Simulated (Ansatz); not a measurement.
Planning a GW calculation on ZnSnN2 (Pna2_1).

```cif
data_structure
_symmetry_space_group_name_H-M 'P 1'
_symmetry_Int_Tables_number 1
_cell_length_a 5.8543
_cell_length_b 6.7375
_cell_length_c 5.4806
_cell_angle_alpha 90.000
_cell_angle_beta 90.000
_cell_angle_gamma 90.000
_cell_volume 216.17
loop_
_atom_site_label
_atom_site_type_symbol
_atom_site_fract_x
_atom_site_fract_y
_atom_site_fract_z
_atom_site_occupancy
Zn1 Zn 0.58306 0.87495 0.99881 1
Zn2 Zn 0.41694 0.12505 0.49881 1
Zn3 Zn 0.91694 0.37495 0.49881 1
Zn4 Zn 0.08306 0.62505 0.99881 1
Sn5 Sn 0.58840 0.37506 0.99927 1
Sn6 Sn 0.41160 0.62494 0.49927 1
Sn7 Sn 0.91160 0.87506 0.49927 1
Sn8 Sn 0.08840 0.12494 0.99927 1
N9 N 0.58240 0.37437 0.37835 1
N10 N 0.41760 0.62563 0.87835 1
N11 N 0.91760 0.87437 0.87835 1
N12 N 0.08240 0.12563 0.37835 1
N13 N 0.57972 0.87579 0.37356 1
N14 N 0.42028 0.12421 0.87356 1
N15 N 0.92028 0.37579 0.87356 1
N16 N 0.07972 0.62421 0.37356 1
```

The cell and positions are those that the Materials Project relaxed with its own functionals (PBE, PBE+U or r2SCAN), kept fixed.

Runs so far (Ansatz 0.2.0, start PBE, PAW set soft_1 files, 2×2×4 mesh). Times are wall times on 1 × NVIDIA H100 80GB HBM3 (shared by 6 runs) with 2 threads of AMD EPYC 7R13 (Zen 3), shared host, good to a factor of about two.

```csv
bands summed,cutoff (eV),gap on the mesh (eV),time
250,51,0.703,21 s
577,102,0.743,33 s
```

**Question.** What should the next rung give, with 1160 bands and screening to 170 eV, and where is the limit?

The error falls about as one over the bands when the cutoff rises with them. A line through the two highest rungs given predicts 0.758 eV; the run gave 0.771 eV, a miss of 0.012 eV, so the law fails here: the steps don't follow it yet. The two highest rungs put the limit near 0.798 eV, the pair below near 0.774 eV; neither can be trusted until a further rung is run.

Gaps are over the mesh's points; an edge off the mesh would be missed. Limits: not at the basis limit; screening runs away on this mesh; d shell near the gap, gap tends to lie low; no spin-orbit coupling; coarse k mesh.

[Paths, hosts, dates, memory and timing lines, banners, echoed tables and standing remarks are left out of the program output.]

[Logs are printed without paths, hosts, clocks, repeated set-up lines and the standing remarks that a program may print on its own settings, such as how far it seeks lower states.]

[Runs of the session that timed out or met a known fault of the program may be left out.]

[Cells called generated may have been cut or substituted from an entry of the Crystallography Open Database or the Materials Project.]

[Hosts, paths, dates, database ids (printed as entryN), source tags and the programs' standing remarks are cut or masked in the printed files.]
